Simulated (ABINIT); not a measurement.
# WS2 (Tungstenite): G0W0 with ABINIT, start to end

Aim: the G0W0 gap of WS2 (Tungstenite) on PBE with spin-orbit coupling, step by step.

Main program and level: ABINIT 10.8.3; PBE and many-body steps on it, plane waves.

Report form: the programs' logs are mostly left out.

### Step 1. The starting structure

The structure is hexagonal, space group P6_3/mmc (No. 194). The conventional cell has a = 3.153 Å, b = 3.153 Å, c = 12.323 Å, α = 90.00°, β = 90.00°, γ = 120.00°. Nearest to W lie 6 S at 2.40 Å. S has 3 W at 2.40 Å nearest. Farther neighbours and most contacts between anions are not listed.

The cell and positions come from the Crystallography Open Database and are kept as given unless a step says otherwise.

### Step 2. Ground state

This step: ABINIT 10.8.3; DFT, PBE with spin-orbit coupling, plane waves, norm-conserving pseudopotentials.

The ground-state density comes first.

The input, run.abi:

```
acell 3*1.0 Angstrom
rprim 
  3.153199999992 0.000000000002 0.000000000000
  -1.576599999998 2.730751303206 0.000000000000
  0.000000000000 0.000000000000 12.323000000000
ntypat 2
znucl 74 16
natom 6
typat 1 1 2 2 2 2
xred 
  0.333333333333 0.666666666667 0.250000000000
  0.666666666667 0.333333333333 0.750000000000
  0.333333333333 0.666666666667 0.622500000000
  0.666666666667 0.333333333333 0.122500000000
  0.333333333333 0.666666666667 0.877500000000
  0.666666666667 0.333333333333 0.377500000000
pp_dirpath "pseudos"
pseudos "W.upf, S.upf"
ecut 31
nspinor 2
ngkpt 6 6 2
nshiftk 1
shiftk 0 0 0
kptopt 1
chksymbreak 0
nband 66
occopt 1
tolvrs 1e-10
nstep 60
prtwf 0
indata_prefix "in"
outdata_prefix "out"
tmpdata_prefix "tmp"
```

The run is started by

```bash
$ OMP_NUM_THREADS=1 mpirun -n 4 abinit run.abi > log
```

Wall time 5.2 min (4 MPI ranks of Arm Neoverse V1, shared host); peak memory 0.55 GiB.

Numbers from this step:

```yaml
total_energy: -5342.1216 eV
gap: 0.9353 eV
k_of_the_valence_top: 0, 0, 0
k_of_the_conduction_bottom: 0.1667, 0.1667, 0
least_direct_gap: 1.649 eV
pressure: 4.460 GPa
```

The gap is indirect, with the least direct gap 0.71 eV higher.

The cutoff was set for levels, not for stress, so the pressure can be off by some GPa.

### Step 3. Bands along the symmetry lines

The cheap functional maps the bands first; the places of the edges decide which points the dearer methods must see.

The input, run.abi:

```
acell 3*1.0 Angstrom
rprim 
  3.153199999992 0.000000000002 0.000000000000
  -1.576599999998 2.730751303206 0.000000000000
  0.000000000000 0.000000000000 12.323000000000
ntypat 2
znucl 74 16
natom 6
typat 1 1 2 2 2 2
xred 
  0.333333333333 0.666666666667 0.250000000000
  0.666666666667 0.333333333333 0.750000000000
  0.333333333333 0.666666666667 0.622500000000
  0.666666666667 0.333333333333 0.122500000000
  0.333333333333 0.666666666667 0.877500000000
  0.666666666667 0.333333333333 0.377500000000
pp_dirpath "pseudos"
pseudos "W.upf, S.upf"
ecut 31
nspinor 2
iscf -2
irdden 1
kptopt 0
nkpt 39
kpt 
  0.00000000 0.00000000 0.00000000
  0.12500000 0.00000000 0.00000000
  0.25000000 0.00000000 0.00000000
  0.37500000 0.00000000 0.00000000
  0.50000000 0.00000000 0.00000000
  0.45833333 0.08333333 0.00000000
  0.41666666 0.16666666 0.00000000
  0.37500000 0.25000000 0.00000000
  0.33333333 0.33333333 0.00000000
  0.25000000 0.25000000 0.00000000
  0.16666666 0.16666666 0.00000000
  0.08333333 0.08333333 0.00000000
  0.00000000 0.00000000 0.00000000
  0.00000000 0.00000000 0.12500000
  0.00000000 0.00000000 0.25000000
  0.00000000 0.00000000 0.37500000
  0.00000000 0.00000000 0.50000000
  0.12500000 0.00000000 0.50000000
  0.25000000 0.00000000 0.50000000
  0.37500000 0.00000000 0.50000000
  0.50000000 0.00000000 0.50000000
  0.45833333 0.08333333 0.50000000
  0.41666666 0.16666666 0.50000000
  0.37500000 0.25000000 0.50000000
  0.33333333 0.33333333 0.50000000
  0.25000000 0.25000000 0.50000000
  0.16666666 0.16666666 0.50000000
  0.08333333 0.08333333 0.50000000
  0.00000000 0.00000000 0.50000000
  0.50000000 0.00000000 0.50000000
  0.50000000 0.00000000 0.37500000
  0.50000000 0.00000000 0.25000000
  0.50000000 0.00000000 0.12500000
  0.50000000 -0.00000000 0.00000000
  0.33333333 0.33333333 0.50000000
  0.33333333 0.33333333 0.37500000
  0.33333333 0.33333333 0.25000000
  0.33333333 0.33333333 0.12500000
  0.33333333 0.33333333 0.00000000
istwfk *1
nband 68
nbdbuf 6
tolwfr 1e-08
nstep 40
prtwf 0
prtvol 0
indata_prefix "in"
outdata_prefix "out"
tmpdata_prefix "tmp"
```

The job ended after 6.8 min (4 MPI ranks; peak memory 0.8 GiB; 27 min of CPU time).

This step gave:

```
gap                        : 0.9353 eV
k of the valence top       : 0, 0, 0
k of the conduction bottom : 0.1667, 0.1667, 0
least direct gap           : 1.649 eV
```

The gap is 0.935 eV, as in the run before at this level.

The electronic bands at the labelled points (eV, zero at the top of the highest filled band):

```csv
point,band 49,band 50,band 51,band 52,band 53,band 54,band 55,band 56
Γ,-1.20,-1.20,0.00,0.00,2.19,2.19,2.21,2.21
halfway,-1.62,-1.62,-1.48,-1.48,1.30,1.30,1.84,1.84
M,-1.59,-1.59,-1.51,-1.51,2.22,2.22,2.26,2.26
halfway,-1.31,-1.31,-0.89,-0.89,1.85,1.85,2.08,2.08
K,-0.88,-0.88,-0.42,-0.42,1.23,1.23,1.28,1.28
halfway,-1.63,-1.63,-1.41,-1.41,0.94,0.94,1.81,1.81
Γ,-1.20,-1.20,0.00,0.00,2.19,2.19,2.21,2.21
halfway,-0.74,-0.74,-0.08,-0.08,2.20,2.20,2.21,2.21
A,-0.32,-0.32,-0.32,-0.32,2.21,2.21,2.21,2.21
halfway,-1.51,-1.51,-1.51,-1.51,1.67,1.67,1.67,1.67
L,-1.56,-1.56,-1.56,-1.56,2.24,2.24,2.24,2.24
halfway,-1.26,-1.26,-0.93,-0.93,1.88,1.88,2.06,2.06
H,-0.87,-0.87,-0.46,-0.46,1.24,1.24,1.28,1.28
halfway,-1.64,-1.64,-1.41,-1.41,1.22,1.22,1.49,1.49
A,-0.32,-0.32,-0.32,-0.32,2.21,2.21,2.21,2.21
jump to L,-1.56,-1.56,-1.56,-1.56,2.24,2.24,2.24,2.24
halfway,-1.59,-1.59,-1.52,-1.52,2.23,2.23,2.25,2.25
M,-1.59,-1.59,-1.51,-1.51,2.22,2.22,2.26,2.26
jump to H,-0.87,-0.87,-0.46,-0.46,1.24,1.24,1.28,1.28
halfway,-0.88,-0.88,-0.44,-0.44,1.24,1.24,1.28,1.28
K,-0.88,-0.88,-0.42,-0.42,1.23,1.23,1.28,1.28
```

### Step 4. Empty states on the mesh, 3×3×1 mesh, 266 bands

The sums over transitions need many empty states on a uniform mesh; this step solves for them.

The input, run.abi:

```
acell 3*1.0 Angstrom
rprim 
  3.153199999992 0.000000000002 0.000000000000
  -1.576599999998 2.730751303206 0.000000000000
  0.000000000000 0.000000000000 12.323000000000
ntypat 2
znucl 74 16
natom 6
typat 1 1 2 2 2 2
xred 
  0.333333333333 0.666666666667 0.250000000000
  0.666666666667 0.333333333333 0.750000000000
  0.333333333333 0.666666666667 0.622500000000
  0.666666666667 0.333333333333 0.122500000000
  0.333333333333 0.666666666667 0.877500000000
  0.666666666667 0.333333333333 0.377500000000
pp_dirpath "pseudos"
pseudos "W.upf, S.upf"
ecut 31
nspinor 2
ngkpt 3 3 1
nshiftk 1
shiftk 0 0 0
kptopt 1
chksymbreak 0
iscf -2
irdden 1
istwfk *1
nband 266
nbdbuf 24
tolwfr 1e-09
nstep 60
prtvol 0
indata_prefix "in"
outdata_prefix "out"
tmpdata_prefix "tmp"
```

The run is started by

```bash
$ OMP_NUM_THREADS=1 mpirun -n 3 abinit run.abi > log
```

Wall time 4.6 min (3 MPI ranks); peak memory 0.42 GiB.

This step gave:

* gap: 1.233 eV
* k of the valence top: 0, 0, 0
* k of the conduction bottom: 0.3333, 0.3333, 0
* least direct gap: 1.649 eV
* k points computed: 3
* lowest point of the top converged band, above the valence top: 42.55 eV

On this mesh the gap is 1.233 eV. The earlier step found 0.935 eV, so this mesh misses an edge.

### Step 5. Screening, 3×3×1 mesh, 242 bands, screening to 119.7 eV

The RPA dielectric matrix is built and inverted for each q.

This step: RPA screening on PBE with spin-orbit coupling, plane waves, norm-conserving pseudopotentials.

Changes to run.abi since step 4:

```diff
@@ -25,10 +25,11 @@
 chksymbreak 0
-iscf -2
-irdden 1
 istwfk *1
-nband 266
-nbdbuf 24
-tolwfr 1e-09
-nstep 60
-prtvol 0
+occopt 1
+irdwfk 1
+optdriver 3
+nband 242
+ecuteps 4.4
+inclvkb 0
+awtr 1
+symchi 1
 indata_prefix "in"
```

The run is started by

```bash
$ OMP_NUM_THREADS=1 mpirun -n 4 abinit run.abi > log
```

Run time: 65 s. Hardware: 4 MPI ranks; peak memory 1.8 GiB.

Numbers from this step:

| Item | Value |
| --- | --- |
| ε∞ with local fields, on this mesh, along the program's q direction | 18.98 |
| the same without local fields | 21.34 |
| plasma frequency | 25.99 eV |
| plane waves in the screening matrix | 315 |

Local fields lower ε∞ by 11 %. On a Γ-centred mesh this coarse the value itself is usually too large, while a short band sum pulls it down.

### Step 6. Self-energy, 3×3×1 mesh, 242 bands, screening to 119.7 eV

The self-energy is evaluated for the states that the input lists, and the levels follow from it, in one-shot runs by the linearised quasiparticle equation.

This step: G0W0 on PBE with spin-orbit coupling, plane waves, norm-conserving pseudopotentials.

Changes to run.abi since step 5:

```diff
@@ -28,8 +28,17 @@
 irdwfk 1
-optdriver 3
+optdriver 4
 nband 242
+gwcalctyp 0
+ecutsigx 31
+symsigma 0
+nkptgw 2
+kptgw 
+  0.0000000000 0.0000000000 0.0000000000
+  0.3333333333 0.3333333333 0.0000000000
+bdgw 
+  49 56
+  49 56
 ecuteps 4.4
-inclvkb 0
-awtr 1
-symchi 1
+irdscr 1
+ppmodel 1
 indata_prefix "in"
```

Wall time 99 s (4 MPI ranks); peak memory 1.4 GiB; 6.6 min of CPU time.

Numbers from this step:

```yaml
g0w0_gap_on_the_points_computed: 1.921 eV
starting_gap_on_the_mesh: 1.233 eV
k_of_the_valence_top: 0, 0, 0
k_of_the_conduction_bottom: 0.3333, 0.3333, 0
z_at_the_valence_top: 0.788
z_at_the_conduction_bottom: 0.791
least_direct_g0w0_gap_on_the_computed_points: 2.395 eV
```

The gap on the mesh goes from 1.23 eV to 1.92 eV, a correction of +0.69 eV. The start differs from the 0.94 eV found before because the two sample other k points.

Limits: finite bands, cutoff and mesh; screening head approximate; coarse k mesh. v1 is the top filled band, c1 the lowest empty one. Levels before and after the correction, in eV, zero at the valence-band top of each column:

```csv
,conduction bottom,valence top
Kohn-Sham,1.23,0.00
G0W0,1.92,0.00
```

```csv
,level,energy (eV)
Kohn-Sham,Γ v3,-1.200
Kohn-Sham,Γ v2-v1,0.000
Kohn-Sham,Γ c1-c2,2.187
Kohn-Sham,Γ c3,2.210
Kohn-Sham,(0.333 0.333 0) v3,-0.883
Kohn-Sham,(0.333 0.333 0) v2-v1,-0.416
Kohn-Sham,(0.333 0.333 0) c1-c2,1.233
Kohn-Sham,(0.333 0.333 0) c3,1.281
G0W0,Γ v3,-1.333
G0W0,Γ v2-v1,0.000
G0W0,Γ c1-c2,2.586
G0W0,Γ c3,2.716
G0W0,(0.333 0.333 0) v3,-0.923
G0W0,(0.333 0.333 0) v2-v1,-0.474
G0W0,(0.333 0.333 0) c1-c2,1.921
G0W0,(0.333 0.333 0) c3,1.979
```

### Step 7. Where the time went

Times are wall times on the hardware named with each run, good to a factor of about two.

```csv
step,time,share,memory (GiB)
ground state,5.2 min,27 %,0.55
bands along the symmetry lines,6.8 min,35 %,0.8
empty states on the mesh,4.6 min,24 %,0.42
screening,65 s,6 %,1.8
self-energy,99 s,9 %,1.4
```

### Step 8. What came out

| Property | Result |
| --- | --- |
| PBE gap | 0.94 eV, indirect |
| G0W0 gap on the mesh | 1.92 eV |
| G0W0 gap over the zone (rigid shift) | 1.62 eV |
| GW settings | 3×3×1 mesh, 242 bands, screening to 119.7 eV, Godby-Needs plasmon pole |
| known limits | not at the basis limit; screening head approximate; coarse k mesh |

**Reading.** G0W0 moves the gap on the mesh from 1.23 eV to 1.92 eV (+0.69 eV), with Z of 0.79 and 0.79 at the edges. The mesh misses the band edges by 0.30 eV in all; a rigid shift gives 1.62 eV for the zone. Local fields lower the RPA ε∞ on this mesh from 21.34 to 18.98; a Γ-centred mesh this coarse tends to raise both, most where the direct gap is narrow, while a short band sum lowers them. Only 2 of the mesh's irreducible points were corrected, so a valley elsewhere could overtake. Bands and cutoff are finite, so the gap is not at the basis limit. The miss can reach some tenths of an eV and take either sign; the mesh is an error of its own. In the G0W0 run levels were corrected at 2 k points alone, so a gap called «on the mesh» is the least over those, and an edge elsewhere would be missed. A denser mesh or path gives a starting gap of 0.94 eV: the GW mesh misses a band edge, so its gaps are not the fundamental one. The 3×3×1 mesh is coarse for this cell, which bears on the long-range parts of exchange and screening. The long-wavelength limit of the screening leaves out the non-local commutator, which shifts ε∞.

[Paths, hosts, dates, memory and timing lines, banners, echoed tables and standing remarks are left out of the program output.]

[Logs are printed without paths, hosts, clocks, repeated set-up lines and the standing remarks that a program may print on its own settings, such as how far it seeks lower states.]

[Runs of the session that timed out or met a known fault of the program may be left out.]

[Hosts, paths, dates, database ids (printed as entryN), source tags and the programs' standing remarks are cut or masked in the printed files.]

[G0W0 gaps are taken among the corrected bands and points alone; a level outside them can change the order at an edge.]

[Where Ansatz stands beside ABINIT at settings called matched, ABINIT's density can come from a denser mesh and the files from another edition; pairs whose starting gaps differed by over 0.03 eV were left out, so agreement reads better than it is.]
